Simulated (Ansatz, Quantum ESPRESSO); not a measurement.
# Ballistic transmission: Pb chain with one bond drawn out by 0.6 Å, part 2 of 4

Aim: the zero-bias transmission with pwcond for this junction: Pb chain with one bond drawn out by 0.6 Å.

Quantum ESPRESSO 7.5; plane-wave DFT, LDA, GBRV ultrasoft pseudopotentials; cross-check by Ansatz 0.2.0 with PAW datasets.

So far. Step 2 (Ground state): The run needed 12 iterations to bring the estimated error under 1e-07 Ry; the largest force on any atom, held or free, is 0.26 eV/Å.

**3. The open system**

Level of this step: transmission by pwcond, lead and junction from one cell; plane-wave DFT, LDA, GBRV ultrasoft pseudopotentials (Quantum ESPRESSO).

prefixt takes both regions from one run: the lead from 0 to bdl, the scattering region from bdl to bds (units of alat). ikind = 1 puts the same lead on both sides. The program's T_tot counts both spins in a run without spin; the tables below give T per spin.

cond.in reads:

```
&inputcond
  outdir = './out'
  prefixt = 'scf'
  tran_file = 'cond.dat'
  bdl = 0.7733333333
  bds = 3.9466666667
  ikind = 1
  ewind = 4.0
  epsproj = 1e-05
  nz1 = 7
  energy0 = 2.0
  denergy = -0.1
/
1
  0.00000000 0.00000000 1.00000000
41
```

Run with:

```bash
> OMP_NUM_THREADS=1 mpirun -n 4 pwcond.x -in cond.in > cond.out
```

What it wrote:

```text
[banner, memory and clock lines left out]
Program PWCOND v.7.5 starts

          URL

     ./out/scf.save/

     IMPORTANT: XC functional enforced from input :
     Exchange-correlation= PZ
                           (   1   1   0   0   0   0   0)
     Any further DFT definition will be discarded
     Please, verify this is what you really want

     Check: negative core charge=   -0.000002

     negative rho (up, down):  1.680E-01 0.000E+00
     Reading collected, re-writing distributed wavefunctions

===== INPUT FILE containing all the regions =====

     GEOMETRY:

     lattice parameter (alat)  =      14.1729  a.u.
     the volume                =   11235.9769 (a.u.)^3
     the cross section         =     200.8724 (a.u.)^2
     l of the unit cell        =       3.9467 (alat)
     number of atoms/cell      =           10
     number of atomic types    =            1

     crystal axes: (cart. coord. in units of alat)
               a(1) = (  1.0000  0.0000  0.0000 )
               a(2) = (  0.0000  1.0000  0.0000 )
               a(3) = (  0.0000  0.0000  3.9467 )

   Cartesian axes

     site n.     atom                  positions (alat units)
          1        Pb     tau(  1)=(  0.5000  0.5000  3.9467  )
          2        Pb     tau(  2)=(  0.5000  0.5000  0.3867  )
          3        Pb     tau(  3)=(  0.5000  0.5000  0.7733  )
          4        Pb     tau(  4)=(  0.5000  0.5000  1.1600  )
          5        Pb     tau(  5)=(  0.5000  0.5000  1.5467  )
          6        Pb     tau(  6)=(  0.5000  0.5000  2.0133  )
          7        Pb     tau(  7)=(  0.5000  0.5000  2.4000  )
          8        Pb     tau(  8)=(  0.5000  0.5000  2.7867  )
          9        Pb     tau(  9)=(  0.5000  0.5000  3.1733  )
         10        Pb     tau( 10)=(  0.5000  0.5000  3.5600  )

     nr1s                      =           54
     nr2s                      =           54
     nr3s                      =          216
     nr1sx                     =           54
     nr2sx                     =           54
     nr3sx                     =          216
     nr1                       =           60
     nr2                       =           60
     nr3                       =          240
     nr1x                      =           60
     nr2x                      =           60
     nr3x                      =          240

 _______________________________
  Radii of nonlocal spheres:

     type       ibeta     ang. mom.          radius (alat units)
       Pb         1         0                    0.1640
       Pb         2         0                    0.1640
       Pb         3         1                    0.1640
       Pb         4         1                    0.1640
       Pb         5         2                    0.1640
       Pb         6         2                    0.1640
----- General information -----

--- T calc. with identical leads (ikind=1) ---

     nrx                       =           54
     nry                       =           54
     nz1                       =            7

     energy0               =         2.0E+00
     denergy               =        -1.0E-01
     nenergy               =         41
     ecut2d                =         3.4E+01
     ewind                 =         4.0E+00
     epsproj               =         1.0E-05

     number of k_|| points=    1
                       cryst. coord.
        k(    1) = (   0.0000000   0.0000000), wk =   1.0000000
----- Information about left/right lead -----

     nocros                   =           18
     noins                    =           18
     norb                     =           54
     norbf                    =          162
     nrz                      =           42

      iorb      type   ibeta   ang. mom.   m       position (alat)
        1        1       1        0        1   taunew(   1)=(  0.5000  0.5000  0.0000)
        2        1       2        0        1   taunew(   2)=(  0.5000  0.5000  0.0000)
        3        1       3        1        1   taunew(   3)=(  0.5000  0.5000  0.0000)
        4        1       3        1        2   taunew(   4)=(  0.5000  0.5000  0.0000)
        5        1       3        1        3   taunew(   5)=(  0.5000  0.5000  0.0000)
        6        1       4        1        1   taunew(   6)=(  0.5000  0.5000  0.0000)
        7        1       4        1        2   taunew(   7)=(  0.5000  0.5000  0.0000)
        8        1       4        1        3   taunew(   8)=(  0.5000  0.5000  0.0000)
        9        1       5        2        1   taunew(   9)=(  0.5000  0.5000  0.0000)
       10        1       5        2        2   taunew(  10)=(  0.5000  0.5000  0.0000)
       11        1       5        2        3   taunew(  11)=(  0.5000  0.5000  0.0000)
       12        1       5        2        4   taunew(  12)=(  0.5000  0.5000  0.0000)
       13        1       5        2        5   taunew(  13)=(  0.5000  0.5000  0.0000)
       14        1       6        2        1   taunew(  14)=(  0.5000  0.5000  0.0000)
       15        1       6        2        2   taunew(  15)=(  0.5000  0.5000  0.0000)
       16        1       6        2        3   taunew(  16)=(  0.5000  0.5000  0.0000)
       17        1       6        2        4   taunew(  17)=(  0.5000  0.5000  0.0000)
       18        1       6        2        5   taunew(  18)=(  0.5000  0.5000  0.0000)
       19        1       1        0        1   taunew(  19)=(  0.5000  0.5000  0.3867)
       20        1       2        0        1   taunew(  20)=(  0.5000  0.5000  0.3867)
       21        1       3        1        1   taunew(  21)=(  0.5000  0.5000  0.3867)
       22        1       3        1        2   taunew(  22)=(  0.5000  0.5000  0.3867)
       23        1       3        1        3   taunew(  23)=(  0.5000  0.5000  0.3867)
       24        1       4        1        1   taunew(  24)=(  0.5000  0.5000  0.3867)
       25        1       4        1        2   taunew(  25)=(  0.5000  0.5000  0.3867)
       26        1       4        1        3   taunew(  26)=(  0.5000  0.5000  0.3867)
       27        1       5        2        1   taunew(  27)=(  0.5000  0.5000  0.3867)
       28        1       5        2        2   taunew(  28)=(  0.5000  0.5000  0.3867)
       29        1       5        2        3   taunew(  29)=(  0.5000  0.5000  0.3867)
       30        1       5        2        4   taunew(  30)=(  0.5000  0.5000  0.3867)
       31        1       5        2        5   taunew(  31)=(  0.5000  0.5000  0.3867)
       32        1       6        2        1   taunew(  32)=(  0.5000  0.5000  0.3867)
       33        1       6        2        2   taunew(  33)=(  0.5000  0.5000  0.3867)
       34        1       6        2        3   taunew(  34)=(  0.5000  0.5000  0.3867)
[...]
150        1       4        1        1   taunew( 150)=(  0.5000  0.5000  3.1733)
      151        1       4        1        2   taunew( 151)=(  0.5000  0.5000  3.1733)
      152        1       4        1        3   taunew( 152)=(  0.5000  0.5000  3.1733)
      153        1       5        2        1   taunew( 153)=(  0.5000  0.5000  3.1733)
      154        1       5        2        2   taunew( 154)=(  0.5000  0.5000  3.1733)
      155        1       5        2        3   taunew( 155)=(  0.5000  0.5000  3.1733)
      156        1       5        2        4   taunew( 156)=(  0.5000  0.5000  3.1733)
      157        1       5        2        5   taunew( 157)=(  0.5000  0.5000  3.1733)
      158        1       6        2        1   taunew( 158)=(  0.5000  0.5000  3.1733)
      159        1       6        2        2   taunew( 159)=(  0.5000  0.5000  3.1733)
      160        1       6        2        3   taunew( 160)=(  0.5000  0.5000  3.1733)
      161        1       6        2        4   taunew( 161)=(  0.5000  0.5000  3.1733)
      162        1       6        2        5   taunew( 162)=(  0.5000  0.5000  3.1733)
 ngper, shell number =          545          70
 ngper, n2d =          545         142
---  E-Ef =    2.0000000  k =    0.0000000   0.0000000
---  ie =          1  ik =          1
 Nchannels of the left tip =            3
 Right moving states:
   k1(2pi/a)   k2(2pi/a)   E-Ef (eV)
  -0.2397705  -0.0000372   2.0000000
  -0.2397705  -0.0000372   2.0000000
   0.4107375  -0.0000209   2.0000000
 Left moving states:
   k1(2pi/a)   k2(2pi/a)   E-Ef (eV)
   0.2397705  -0.0000372   2.0000000
   0.2397705  -0.0000372   2.0000000
  -0.4107375  -0.0000209   2.0000000

 to transmit
 Band j to band i transmissions and reflections:
    j         i     |T_ij|^2    |R_ij|^2

    1 -->     1     0.58469     0.26722
    1 -->     2     0.00000     0.14808
    1 -->     3     0.00000     0.00000
   Total T_j, R_j =    0.58469  0.41531

    2 -->     1     0.00000     0.14808
    2 -->     2     0.58469     0.26722
    2 -->     3     0.00000     0.00000
   Total T_j, R_j =    0.58469  0.41531

    3 -->     1     0.00000     0.00000
    3 -->     2     0.00000     0.00000
    3 -->     3     0.89889     0.10111
   Total T_j, R_j =    0.89889  0.10111

E-Ef(ev), T(x2 spins) =    2.0000000   4.1365357
---  E-Ef =    1.9000000  k =    0.0000000   0.0000000
---  ie =          2  ik =          1
 Nchannels of the left tip =            3
 Right moving states:
   k1(2pi/a)   k2(2pi/a)   E-Ef (eV)
  -0.2579594  -0.0000374   1.9000000
  -0.2579594  -0.0000374   1.9000000
   0.4040683  -0.0000210   1.9000000
 Left moving states:
   k1(2pi/a)   k2(2pi/a)   E-Ef (eV)
   0.2579599  -0.0000374   1.9000000
   0.2579599  -0.0000374   1.9000000
  -0.4040683  -0.0000210   1.9000000

 to transmit
 Band j to band i transmissions and reflections:
    j         i     |T_ij|^2    |R_ij|^2

    1 -->     1     0.58044     0.07507
    1 -->     2     0.00000     0.34448
    1 -->     3     0.00000     0.00000
   Total T_j, R_j =    0.58044  0.41956

    2 -->     1     0.00000     0.34448
    2 -->     2     0.58044     0.07507
    2 -->     3     0.00000     0.00000
   Total T_j, R_j =    0.58044  0.41956

    3 -->     1     0.00000     0.00000
    3 -->     2     0.00000     0.00000
    3 -->     3     0.89903     0.10097
   Total T_j, R_j =    0.89903  0.10097

E-Ef(ev), T(x2 spins) =    1.9000000   4.1198422
---  E-Ef =    1.8000000  k =    0.0000000   0.0000000
---  ie =          3  ik =          1
 Nchannels of the left tip =            3
 Right moving states:
   k1(2pi/a)   k2(2pi/a)   E-Ef (eV)
  -0.2759641  -0.0000377   1.8000000
  -0.2759641  -0.0000377   1.8000000
   0.3973746  -0.0000210   1.8000000
 Left moving states:
   k1(2pi/a)   k2(2pi/a)   E-Ef (eV)
   0.2759646  -0.0000377   1.8000000
   0.2759646  -0.0000377   1.8000000
  -0.3973746  -0.0000210   1.8000000

 to transmit
 Band j to band i transmissions and reflections:
    j         i     |T_ij|^2    |R_ij|^2

    1 -->     1     0.57588     0.22195
    1 -->     2     0.00000     0.20217
    1 -->     3     0.00000     0.00000
   Total T_j, R_j =    0.57588  0.42412

    2 -->     1     0.00000     0.20217
    2 -->     2     0.57588     0.22195
    2 -->     3     0.00000     0.00000
   Total T_j, R_j =    0.57588  0.42412

    3 -->     1     0.00000     0.00000
    3 -->     2     0.00000     0.00000
    3 -->     3     0.89937     0.10063
   Total T_j, R_j =    0.89937  0.10063

E-Ef(ev), T(x2 spins) =    1.8000000   4.1022738
[... further energies and points left out ...]
---  E-Ef =   -1.8000000  k =    0.0000000   0.0000000
---  ie =         39  ik =          1
 Nchannels of the left tip =            1
 Right moving states:
   k1(2pi/a)   k2(2pi/a)   E-Ef (eV)
   0.1118369  -0.0000202  -1.8000000
 Left moving states:
   k1(2pi/a)   k2(2pi/a)   E-Ef (eV)
  -0.1118369  -0.0000202  -1.8000000

 to transmit
 Band j to band i transmissions and reflections:
    j         i     |T_ij|^2    |R_ij|^2

    1 -->     1     0.75256     0.24744
   Total T_j, R_j =    0.75256  0.24744

E-Ef(ev), T(x2 spins) =   -1.8000000   1.5051153
---  E-Ef =   -1.9000000  k =    0.0000000   0.0000000
---  ie =         40  ik =          1
 Nchannels of the left tip =            1
 Right moving states:
   k1(2pi/a)   k2(2pi/a)   E-Ef (eV)
   0.0996725  -0.0000202  -1.9000000
 Left moving states:
   k1(2pi/a)   k2(2pi/a)   E-Ef (eV)
  -0.0996725  -0.0000202  -1.9000000

 to transmit
 Band j to band i transmissions and reflections:
    j         i     |T_ij|^2    |R_ij|^2

    1 -->     1     0.71428     0.28572
   Total T_j, R_j =    0.71428  0.28572

E-Ef(ev), T(x2 spins) =   -1.9000000   1.4285563
---  E-Ef =   -2.0000000  k =    0.0000000   0.0000000
---  ie =         41  ik =          1
 Nchannels of the left tip =            1
 Right moving states:
   k1(2pi/a)   k2(2pi/a)   E-Ef (eV)
   0.0863326  -0.0000201  -2.0000000
 Left moving states:
   k1(2pi/a)   k2(2pi/a)   E-Ef (eV)
  -0.0863326  -0.0000201  -2.0000000

 to transmit
 Band j to band i transmissions and reflections:
    j         i     |T_ij|^2    |R_ij|^2

    1 -->     1     0.65432     0.34568
   Total T_j, R_j =    0.65432  0.34568

E-Ef(ev), T(x2 spins) =   -2.0000000   1.3086318
   T_tot     2.00000      0.41365E+01
   T_tot     1.90000      0.41198E+01
   T_tot     1.80000      0.41023E+01
   T_tot     1.70000      0.40916E+01
   T_tot     1.60000      0.40911E+01
   T_tot     1.50000      0.41006E+01
   T_tot     1.40000      0.41183E+01
   T_tot     1.30000      0.41424E+01
   T_tot     1.20000      0.41728E+01
   T_tot     1.10000      0.42112E+01
   T_tot     1.00000      0.42607E+01
   T_tot     0.90000      0.43241E+01
   T_tot     0.80000      0.44013E+01
   T_tot     0.70000      0.44882E+01
   T_tot     0.60000      0.18201E+01
   T_tot     0.50000      0.46266E+01
   T_tot     0.40000      0.46950E+01
   T_tot     0.30000      0.47562E+01
   T_tot     0.20000      0.48296E+01
   T_tot     0.10000      0.49265E+01
   T_tot    -0.00000      0.50342E+01
   T_tot    -0.10000      0.50879E+01
   T_tot    -0.20000      0.49425E+01
   T_tot    -0.30000      0.44514E+01
   T_tot    -0.40000      0.37409E+01
   T_tot    -0.50000      0.31353E+01
   T_tot    -0.60000      0.23237E+01
   T_tot    -0.70000      0.17502E+01
   T_tot    -0.80000      0.17369E+01
   T_tot    -0.90000      0.17230E+01
   T_tot    -1.00000      0.17083E+01
   T_tot    -1.10000      0.16930E+01
   T_tot    -1.20000      0.16770E+01
   T_tot    -1.30000      0.16599E+01
   T_tot    -1.40000      0.16411E+01
   T_tot    -1.50000      0.16192E+01
   T_tot    -1.60000      0.15921E+01
   T_tot    -1.70000      0.15562E+01
   T_tot    -1.80000      0.15051E+01
   T_tot    -1.90000      0.14286E+01
   T_tot    -2.00000      0.13086E+01

Note: The following floating-point exceptions are signalling: IEEE_UNDERFLOW_FLAG
Note: The following floating-point exceptions are signalling: IEEE_UNDERFLOW_FLAG
Note: The following floating-point exceptions are signalling: IEEE_UNDERFLOW_FLAG
Note: The following floating-point exceptions are signalling: IEEE_UNDERFLOW_FLAG
```

Wall time 2.3 min (4 MPI ranks of Arm Neoverse V2, shared host); peak memory 0.42 GiB.

This step gave:

```
lead channels at the Fermi level, one spin : 3
transmission at the Fermi level, one spin  : 2.517
conductance                                : 2.517 G₀
```

Per spin. The open channels by energy, zero at the Fermi level:

```csv
energy (eV),open channels
-2.00,1
-1.90,1
-1.70,1
-1.60,1
-1.40,1
-1.30,1
-1.20,1
-1.00,1
-0.90,1
-0.80,1
-0.60,3
-0.50,3
-0.30,3
-0.20,3
-0.10,3
0.00,3
0.10,3
0.20,3
0.30,3
0.50,3
0.60,1
0.80,3
0.90,3
1.00,3
1.20,3
1.30,3
1.40,3
1.60,3
1.70,3
1.90,3
2.00,3
```

Per spin. Transmission against energy, zero at the Fermi level:

energy (eV), transmission and a bar from the least value:
```
    -2.00       0.65 
    -1.80       0.75 ##
    -1.60       0.80 ##
    -1.40       0.82 ###
    -1.20       0.84 ###
    -1.00       0.85 ###
    -0.90       0.86 ###
    -0.70       0.88 ####
    -0.50       1.57 ##############
    -0.30       2.23 #########################
    -0.10       2.54 ##############################
     0.00       2.52 ##############################
     0.10       2.46 #############################
     0.30       2.38 ###########################
     0.50       2.31 ##########################
     0.70       2.24 #########################
     0.90       2.16 ########################
     1.00       2.13 #######################
     1.20       2.09 #######################
     1.40       2.06 ######################
     1.60       2.05 ######################
     1.80       2.05 ######################
     2.00       2.07 ######################
```

The program's own clock; routines nest. Time by routine:

```csv
routine,wall time (s),calls
PWCOND,138.5,1
scatter_forw,111.9,82
compbs,15.02,41
compbs_2,12.47,41
local,8.33,1
init,0.65,1
poten,0.09,1
```

At no point does T exceed the number of channels. That doesn't clear the run: at some energies its lead has fewer channels than the second code's.

[end of part 2 of 4]

[Logs are printed without paths, hosts, clocks, repeated set-up lines and the standing remarks that a program may print on its own settings, such as how far it seeks lower states.]

[Hosts, paths, dates, database ids (printed as entryN), source tags and the programs' standing remarks are cut or masked in the printed files.]

[Maps of the electrostatic potential energy from Ansatz leave out the sawtooth potential of an applied field or a dipole correction, so their vacuum need not be flat; planar profiles and work functions include it.]
